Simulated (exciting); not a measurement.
# KCdF3: the Cd L₃ edge from the Bethe–Salpeter equation, part 2 of 2

Aim: the Cd L₃ absorption edge of KCdF3 with the electron–hole interaction treated explicitly, and what each term of the kernel does.

exciting sodium; X-ray absorption, core-level Bethe-Salpeter equation, exchange and statically screened direct term, Tamm-Dancoff, all-electron LAPW+lo LDA.

So far. Step 5 (Independent particles): Maxima (height): 15.0 eV (0.87). The spectrum differs from the singlet run by 41 % r.m.s. Moving the earlier curve by +3.1 eV leaves 19 %. The highest maximum lies at 15.0 eV (0.87), against 12.5 eV (1.00). Step 6 (Exchange alone): Maxima (height): 15.0 eV (0.87). The spectrum is that of the independent-particle run within 1 %.

## 8. Coarser mesh

Changed against the first singlet run: k mesh from 3×3×3 to 2×2×2.

Contents of input.xml:

```
<input>
  <title>KCdF3</title>
  <structure speciespath="." autormt="false" epslat="1.0e-5">
    <crystal>
      <basevect>8.2809481000 0.0000000000 0.0000000000</basevect>
      <basevect>0.0000000000 8.2809481000 0.0000000000</basevect>
      <basevect>0.0000000000 0.0000000000 8.2809481000</basevect>
    </crystal>
    <species speciesfile="Cd.xml" rmt="2.240">
      <atom coord="0.5000000000 0.5000000000 0.5000000000"/>
    </species>
    <species speciesfile="K.xml" rmt="2.464">
      <atom coord="0.0000000000 0.0000000000 0.0000000000"/>
    </species>
    <species speciesfile="F.xml" rmt="1.776">
      <atom coord="0.5000000000 0.5000000000 0.0000000000"/>
      <atom coord="0.5000000000 0.0000000000 0.5000000000"/>
      <atom coord="0.0000000000 0.5000000000 0.5000000000"/>
    </species>
  </structure>
  <groundstate do="skip" xctype="LDA_PW" ngridk="3 3 3" rgkmax="7" gmaxvr="14" nempty="8" swidth="0.001" maxscl="100" epsengy="1e-5"/>
  <xs xstype="BSE" ngridk="2 2 2" ngridq="2 2 2" vkloff="0.097 0.273 0.493" rgkmax="7" nempty="39" gqmax="3" lmaxapwwf="5" lmaxemat="3" broad="0.04594" tevout="true">
    <energywindow intv="126.896 128.513" points="440"/>
    <screening screentype="full" nempty="62"/>
    <BSE xas="true" xasspecies="1" xasatom="1" xasedge="L3" bsetype="singlet" nstlxas="1 35"/>
    <qpointset>
      <qpoint>0 0 0</qpoint>
    </qpointset>
    <plan>
      <doonly task="xsgeneigvec"/>
      <doonly task="writepmatxs"/>
      <doonly task="scrgeneigvec"/>
      <doonly task="scrwritepmat"/>
      <doonly task="screen"/>
      <doonly task="scrcoulint"/>
    </plan>
  </xs>
</input>
```

Contents of input.xml for the exchange start (cutoff and plan only):

```
  gqmax="2"
  <plan>
    <doonly task="exccoulint"/>
  </plan>
```

Contents of input.xml for the last start (plan only):

```
  <plan>
    <doonly task="bse"/>
  </plan>
```

Launch:

```console
OMP_NUM_THREADS=1 mpirun -n 2 exciting
OMP_NUM_THREADS=1 mpirun -n 2 exciting
OMP_NUM_THREADS=2 exciting
```

Numbers of over 12 decimals in the logs are rounded to 6 here.

The program printed:

```text
| EXCITING SODIUM started for task xsgeneigvec ( 301)                          =
One-shot GS runs for BSE calculations
One-shot GS runs for k+qmt/2 grids
Info(xsgeneigvec): Generating eigenvectors for Q-point      1
Info(xsgeneigvec): Generation of eigenvectors finished
| EXCITING SODIUM started for task writepmatxs ( 320)                          =
Info(writepmatxs): Momentum matrix elements finished
| EXCITING SODIUM started for task scrgeneigvec ( 401)                         =
One-shot GS runs for BSE calculations
One-shot GS runs for k+qmt/2 grids
[...]
Info(setup_bse_block): Setting up RR part of hamiltonian
Info(setup_bse_block): Singlet spin state
Info(bse): Diagonalizing RR Hamiltonian (TDA)
Info(bse): Invoking Lapack routine ZHEEVR
      1120 eigen solutions found in the interval:
         i1=       1 i2=    1120
Info(bse): Writing excition energies and oscillator strengths to text file.
Info(makespectrum_dist): Making spectrum using formula for coupling with time reversed AR basis.
Info(makespectrum_dist): Using formalism for vanishing momentum transfer.
Info(writederived): Writing quantities derived from the macroscopic dielectric function.
Info(bselauncher): Spectrum finished for iqmt=  1
Info(bselauncher): All done for BSE type singlet
```

The job ended after 6.1 min (2 MPI ranks of Intel Xeon Platinum 8259CL at 2.50GHz (Skylake/Cascade Lake), shared host).

These settings are cheaper. The spectrum differs from the singlet run by 3 % r.m.s. The first bright state moves from -1.70 to -1.63 eV. The lowest bare transition of this run lies at 1.23 eV, against 0.59. A coarse mesh samples few band energies, and it inflates the long-range part of the attraction.

```csv
E (eV),first run,this run
-6.0,0.03,0.03
-5.0,0.04,0.04
-4.0,0.05,0.05
-3.0,0.09,0.08
-2.0,0.15,0.15
-1.0,0.15,0.15
0.0,0.14,0.15
1.0,0.16,0.16
2.0,0.18,0.17
3.0,0.22,0.22
4.0,0.31,0.30
5.0,0.44,0.43
6.0,0.46,0.45
7.0,0.44,0.43
8.0,0.52,0.52
9.0,0.58,0.59
10.0,0.61,0.61
11.0,0.72,0.69
12.0,0.94,0.92
13.0,0.95,0.95
14.0,0.71,0.74
15.0,0.59,0.60
16.0,0.52,0.54
17.0,0.52,0.50
18.0,0.54,0.55
19.0,0.62,0.64
20.0,0.71,0.73
21.0,0.79,0.77
22.0,0.76,0.80
```

## 9. The levels of theory side by side

```csv
level,curve passes 0.15 (eV),highest maximum (eV),its height
IP,2.9,15.0,0.87
RPA,2.9,15.0,0.87
singlet,-1.9,12.5,1.00
```

```csv
E (eV),IP,RPA,singlet
-6.0,0.02,0.02,0.03
-5.0,0.02,0.02,0.04
-4.0,0.02,0.02,0.05
-3.0,0.02,0.02,0.09
-2.0,0.03,0.03,0.15
-1.0,0.04,0.04,0.15
0.0,0.06,0.06,0.14
1.0,0.08,0.08,0.16
2.0,0.12,0.12,0.18
3.0,0.15,0.15,0.22
4.0,0.16,0.16,0.31
5.0,0.17,0.17,0.44
6.0,0.21,0.21,0.46
7.0,0.27,0.27,0.44
8.0,0.28,0.28,0.52
9.0,0.29,0.29,0.58
10.0,0.34,0.34,0.61
11.0,0.37,0.36,0.72
12.0,0.39,0.39,0.94
13.0,0.47,0.47,0.95
14.0,0.68,0.68,0.71
15.0,0.87,0.87,0.59
16.0,0.80,0.80,0.52
17.0,0.71,0.71,0.52
18.0,0.62,0.62,0.54
19.0,0.56,0.56,0.62
20.0,0.59,0.59,0.71
21.0,0.65,0.65,0.79
22.0,0.77,0.77,0.76
```

## 10. Summary of results

```json
{"absorber and edge": "Cd L₃, atom 1", "surroundings": "6 F at 2.19 Å (octahedral, site symmetry m-3m)", "first bright state": "-1.70 eV from the Kohn–Sham onset, on this mesh", "highest maximum": "12.5 eV", "cost of the BSE run": "25 min on 2 MPI ranks of Intel Xeon Platinum 8259CL at 2.50GHz (Skylake/Cascade Lake), shared host; the last task ran on as many threads"}
```

Is a core exciton bound? Yes on this mesh: the first bright state (over 5 % of the brightest) lies at -1.70 eV from the Kohn–Sham onset and at -2.29 eV from the lowest bare transition of its own mesh. Exchange alone changes the independent-particle spectrum by 0.0 % r.m.s. Binding energies aren't converged on 27 k points, and fine structure above the first lines is partly noise of the mesh. Exchange and the short-range direct term aren't converged in the kernel cutoff. The zero comes from the unshifted 3×3×3 ground-state mesh; it is exact only where the band minimum lies on that mesh. The conduction states carry no spin here, so the exchange coupling to the spinor core hole is only partly held. This core level is treated alone, with no coupling to its spin–orbit partner. The Kohn–Sham onset, 3465 eV, is no photon energy (tabulated edge of the element: 3538 eV): the scale needs a rigid shift. No quasiparticle correction widens the gap or stretches the bands. Vibrations and energy-dependent lifetimes are left out. The structure is a Materials Project entry, computed there, and may be a hypothetical form.

[Banner, clock and machine lines of the logs are left out without a mark of their own.]

[Logs are printed without paths, hosts, clocks, repeated set-up lines and the standing remarks that a program may print on its own settings, such as how far it seeks lower states.]

[Hosts, paths, dates, database ids (printed as entryN), source tags and the programs' standing remarks are cut or masked in the printed files.]
